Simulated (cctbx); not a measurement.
# Er4Co5Si6: as given, inverted or twinned?

Space group Cmc2_1 (no. 36), a = 3.9030 Å, b = 17.6910 Å, c = 14.4200 Å, α = 90.00°, β = 90.00°, γ = 90.00°.

```
atom  mult.    x       y       z  Ueq (Å²)
 Er1      4    0  0.0308  0.0013    0.0036
 Er2      4    0  0.1666  0.5371    0.0038
 Er3      4    0  0.1781  0.1846    0.0031
 Er4      4    0  0.0193  0.7347    0.0040
 Co1      4    0  0.4343  0.9237    0.0060
 Co2      4    0  0.1538  0.8601    0.0060
 Co3      4  1/2  0.1524  0.7203    0.0057
 Co4      4    0  0.2999  0.8589    0.0060
 Co5      4    0  0.3471  0.5089    0.0045
 Si1      4    0  0.1149  0.3548    0.0074
 Si2      4  1/2  0.0659  0.8656    0.0064
 Si3      4  1/2  0.0604  0.5875    0.0060
 Si4      4    0  0.2271  0.7219    0.0066
 Si5      4    0  0.4338  0.6417    0.0057
 Si6      4    0  0.2250  0.0052    0.0069
```

The model is made up (kin elements in a known structure type, no relaxation), so it says nothing on whether the phase exists.

Data sets are simulated with cctbx and refined with Bijvoet mates kept apart; Flack x is then fitted as the share of an inverted twin with the atoms fixed, Hooft y from the Bijvoet differences. The group is acentric but holds improper operations, so there is an absolute structure (orientation) and no hand.

Untwinned crystal. What Flack and Hooft values should come out?

```csv
λ (Å),extinction (unmodelled),d min (Å),top counts,error (%),model,R1,Flack x,s.u.,Hooft y,s.u.,pairs
0.71073,0,0.77,40000,4,as given,0.0127,-0.014,0.012,-0.009,0.016,621
0.71073,0,0.77,40000,4,inverted,0.0250,1.008,0.014,1.034,0.017,621
1.54184,0.1,0.83,70000,3,as given,0.0101,0.006,0.0015,0.001,0.004,501
```

With Mo Kα, x is within 3 s.u. of 0, so the absolute structure is right. With Cu Kα, x is close to 0 but 4 s.u. off; with the atoms held fixed the s.u. tends to be too small. Inverting the model turns x into about 1 − x.

A further crystal gives:

| λ (Å) | extinction (unmodelled) | d min (Å) | top counts | error (%) | model | R1 | Flack x | s.u. | Hooft y | s.u. | pairs |
| --- | --- | --- | --- | --- | --- | --- | --- | --- | --- | --- | --- |
| 0.56087 | 0.3 | 0.8 | 40000 | 4 | as given | 0.0141 | 0.16 | 0.02 | 0.158 | 0.024 | 567 |

**Question.** What is it?

It was simulated as an inversion twin with a fraction 0.15 of the inverted domain. Flack x is over 3 s.u. from both 0 and 1 and reads that fraction.

[Logs are printed without paths, hosts, clocks, repeated set-up lines and the standing remarks that a program may print on its own settings, such as how far it seeks lower states.]
